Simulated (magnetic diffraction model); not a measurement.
**YbMgH₃: the ordered moment from one line**

Space group Pm-3m (no. 221), a = 3.6660 Å.

| site | atom | x | y | z |
| --- | --- | --- | --- | --- |
| 1b | Yb | 1/2 | 1/2 | 1/2 |
| 1a | Mg | 0 | 0 | 0 |
| 3d | H | 1/2 | 0 | 0 |

The compound is invented for this exercise: a known structure type with other elements, its cell scaled to their sizes and not relaxed.

Only Yb is taken to order (form factors of Yb3+); orders and moment sizes are assumed, and not adapted to the symmetry. Radiation: neutrons of λ = 2.52 Å, 3° to 80°; isotropic B of 0.31 Å² (Yb), 0.61 Å² (Mg) and 0.84 Å² (H). Simulated constant-wavelength pattern: nuclear and magnetic terms add, the magnetic one as |2.695 fm × Σ f S⊥ exp(2πi Q·r) exp(−B s²)|², summed over all Q at one angle with the factor 1/(sin²θ cos θ). For a modulated order the moment at position r is S exp(−2πi k·r) + c.c., with S = m/2 for a sine wave of amplitude m and S = m(u + iv)/2 for moments turning in a plane, u and v being orthogonal unit vectors in it; the phase factor of the sum at Q = H + k is then exp(2πi H·r). Free-ion form factors, Sears's scattering lengths of 1992, no absorption; a label names one of the reflections at its angle. The strongest nuclear line in the range is 100, and lines under 0.2 are left out.

In a first state the assumed order is k = (0 0 1/3), moments turning in the plane of [100] and [010], 2.2 μB on Yb, with this pattern:

```tsv
2θ (°)	index	nuclear	magnetic
13.16	(0 0 1/3)	0.0	10.2
26.49	(0 0 2/3)	0.0	2.5
40.20	(1 0 0)	23.9	0.0
42.48	(1 0 1/3)	0.0	2.1
48.80	(1 0 2/3)	0.0	1.9
54.55	(0 0 4/3)	0.0	0.6
58.16	(1 1 0)	100.0	0.0
59.92	(1 1 1/3)	0.0	1.0
65.01	(1 1 2/3)	0.0	0.9
69.90	(1 0 4/3)	0.0	1.5
73.07	(1 1 1)	1.5	0.0
```

**Question.** Nearer the ordering temperature the line at 13.16° has total intensity 0.9 on the same scale, and all moments have shrunk alike. How large is the Yb moment?

The nuclear part, 0.0, stays, so the magnetic part is 0.9 against 10.2. It goes as m², so m = 2.2 × √(0.9/10.2) = 0.65 μB; the value used was 0.66 μB.

[Logs are printed without paths, hosts, clocks, repeated set-up lines and the standing remarks that a program may print on its own settings, such as how far it seeks lower states.]
